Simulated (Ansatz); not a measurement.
# Elastic response of glassy Ba4.1Hf30.6O65.3 (121 atoms): runs compared

How stiff is glassy Ba4.1Hf30.6O65.3 (121 atoms), and how do its levels respond to strain?

Computed with Ansatz 0.2.0: Kohn-Sham DFT, revPBE, PAW (set soft_2), plane waves.

**1. The cell as built**

The cell holds 121 atoms: 5 Ba, 37 Hf and 79 O. Its edges and angles: a = 11.844 Å, b = 11.844 Å, c = 11.844 Å, α = 90.0°, β = 90.0°, γ = 90.0°. 121 atoms (5 Ba, 37 Zr, 79 O) placed at random at 5.15 g/cm³, melted at 4500 K for 20 ps at fixed volume with the Morse and Coulomb pair potential with partial charges (Pedone, Malavasi, Menziani, Cormack and Segre, J. Phys. Chem. B 110, 11780 (2006)). Quenched from 4500 K to 300 K at 20 K/ps and fixed volume, held 20 ps at zero pressure. Then Zr was replaced by Hf (the potential has no terms for the new elements, so the cell is a start for a DFT relaxation).

What the set-up can't give: The quench rate of 20 K/ps is many orders above laboratory rates, so the cell is likely richer in defects and strain than a real sample. The network of bonds at the start is that of the classical potential that made the cell, and needn't be the one that DFT or experiment would give. Sampling is at Γ alone. The levels lack spin–orbit coupling, which is large for the heavy elements here.

**2. The reference run**

The reference is a single point at the end of the relaxation.

Every strained cell starts from the geometry of this run, and its atoms are relaxed with the cell held.

Its input, with most atom lines left out:

```yaml
crystal:
  lattice:
    - [12.06717, 0.15271, -0.03255]
    - [0.15271, 11.7916, 0.20127]
    - [-0.03255, 0.20127, 11.80274]
  atoms:
    - { symbol: Ba, position: [0.84397, 0.81781, 0.66685] }
    - { symbol: Ba, position: [0.12473, 0.12323, 0.263] }
    - { symbol: Ba, position: [0.19623, 0.52857, 0.89823] }
    - { symbol: Ba, position: [0.98214, 0.81894, 0.07447] }
    - { symbol: Ba, position: [0.28068, 0.0669, 0.64457] }
    - { symbol: Hf, position: [0.58899, 0.63204, 0.71968] }
    - { symbol: Hf, position: [0.60707, 0.88069, 0.50139] }
    [... atom lines 8 to 121 left out ...]
kpoints:
  mp_grid: { grid: [1, 1, 1] }
hamiltonian:
  xc: revpbe
scf:
  occupations: { method: fixed }
output:
  forces: true
  stress: true
  populations: true
  dos:
    method: { smearing: { sigma: 0.15 } }
    de: 0.1
    projected: { site_lists: { Ba: [Ba], Hf: [Hf], O: [O] } }
  eigenvalues: true
  write_density: true
  write_potential: true
  volumetric_format: npy
```

| Quantity | Value |
| --- | --- |
| free energy per atom | -5429.1544 eV/atom |
| r.m.s. force component | 0.00832 eV/Å |
| pressure | 0.02543 GPa |

Filled and empty levels are parted by 3.78 eV (at Γ alone); a semilocal functional tends to put such gaps too low. In a disordered cell it changes from sample to sample, and tail or defect levels can set it.

**3. The runs**

Each row is one run, on 4 threads of Arm Neoverse V1, shared host. The free energy is the program's total, comparable only between runs with the same functional, potentials and atoms.

| run | atoms | outcome | ionic steps, all passes | free energy (eV) | time | host memory (GiB) |
| --- | --- | --- | --- | --- | --- | --- |
| Single point at the start | 121 | converged | - | -656921.128 | 82 s | 3.4 |
| Cell and atoms relaxed | 121 | converged | 12 | -656927.678 | 14 min | 3.5 |
| Single point at the relaxed geometry | 121 | converged | - | -656927.678 | 2.3 min | 3.6 |
| Volume -3 % | 121 | converged | 8 | -656927.111 | 11 min | 3.5 |
| Volume +3 % | 121 | converged | 11 | -656927.522 | 16 min | 3.7 |
| Volume -6 % | 121 | converged | 12 | -656925.554 | 16 min | 3.4 |
| Volume +6 % | 121 | converged | 14 | -656926.460 | 21 min | 3.8 |
| Volume -10 % | 121 | converged | 13 | -656921.476 | 16 min | 3.3 |
| Stretched by 1 % along x | 121 | converged | 6 | -656927.617 | 8.6 min | 3.7 |
| Compressed by 1 % along x | 121 | converged | 6 | -656927.587 | 8.3 min | 3.6 |

In some runs the program notes that the SCF threshold is loose for the stress.

**4. Pressure against volume**

Atoms are relaxed at each volume, in the scaled cell.

| volume change (%) | volume (Å³/atom) | energy change (meV/atom) | pressure (GPa) | largest move on relaxing (Å) | bonds | gap (eV) |
| --- | --- | --- | --- | --- | --- | --- |
| -10 | 12.486 | 51.25 | 13.65 | 1.05 | 278 | 3.69 |
| -6 | 13.041 | 17.55 | 7.01 | 0.61 | 274 | 3.83 |
| -3 | 13.457 | 4.68 | 3.60 | 0.16 | 270 | 3.80 |
| +0 | 13.873 | 0.00 | 0.03 | - | 267 | 3.78 |
| +3 | 14.289 | 1.29 | -2.10 | 0.80 | 264 | 3.84 |
| +6 | 14.706 | 10.06 | -4.38 | 0.87 | 262 | 3.85 |

**5. Uniaxial strain and shear**

Stress (GPa, compression positive) less that of the relaxed cell, atoms relaxed:

| strain | xx | yy | zz | xy | energy change (meV/atom) |
| --- | --- | --- | --- | --- | --- |
| stretched by 1 % along x | -1.175 | -0.602 | -0.640 | 0.174 | 0.51 |
| compressed by 1 % along x | 1.639 | 0.697 | 0.776 | -0.132 | 0.75 |

**6. What came out**

The bulk modulus, from the slope of pressure against ln V over the three points nearest the relaxed volume, is 95.1 GPa; between neighbouring points the slope runs 153, 109, 117, 72 and 79 GPa from the smallest volume up, without a steady fall, so no pressure derivative is given. The count of bonds runs from 262 to 278 over the series, so at some points contacts cross the cutoffs. At -10 %, -6 %, +3 % and +6 % some atom moved by over 0.5 Å on relaxing, so those points may sit in another local minimum. The curvature of the energy over the same three points gives 76.7 GPa instead, so stress and energy disagree and the modulus is uncertain by that much. The gap goes from 3.69 eV at the smallest volume to 3.85 eV at the largest, not monotonically (lowest 3.69, highest 3.85 eV), on the run's k-points. Stretch and compression disagree (xx stress changes of -1.17 and 1.64 GPa), so C11 is only a mean of unlike responses. In the Cartesian axes of the cell, finite differences give C11 = 141, C12 = 65.0 and C13 = 70.8 GPa.

**Limits.** Strains are finite and relaxations stop at the force tolerance of the input, which can leave moduli too stiff; they are those of a static cell at zero temperature. Volumes are changed with the cell's shape held, so in an anisotropic solid the modulus lies over the one under free hydrostatic load. The program notes that the SCF threshold of the relaxations is loose for the stress.

The DFT runs together took 1.9 h of wall time.

[Logs are printed without paths, hosts, clocks, repeated set-up lines and the standing remarks that a program may print on its own settings, such as how far it seeks lower states.]

[Hosts, paths, dates, database ids (printed as entryN), source tags and the programs' standing remarks are cut or masked in the printed files.]
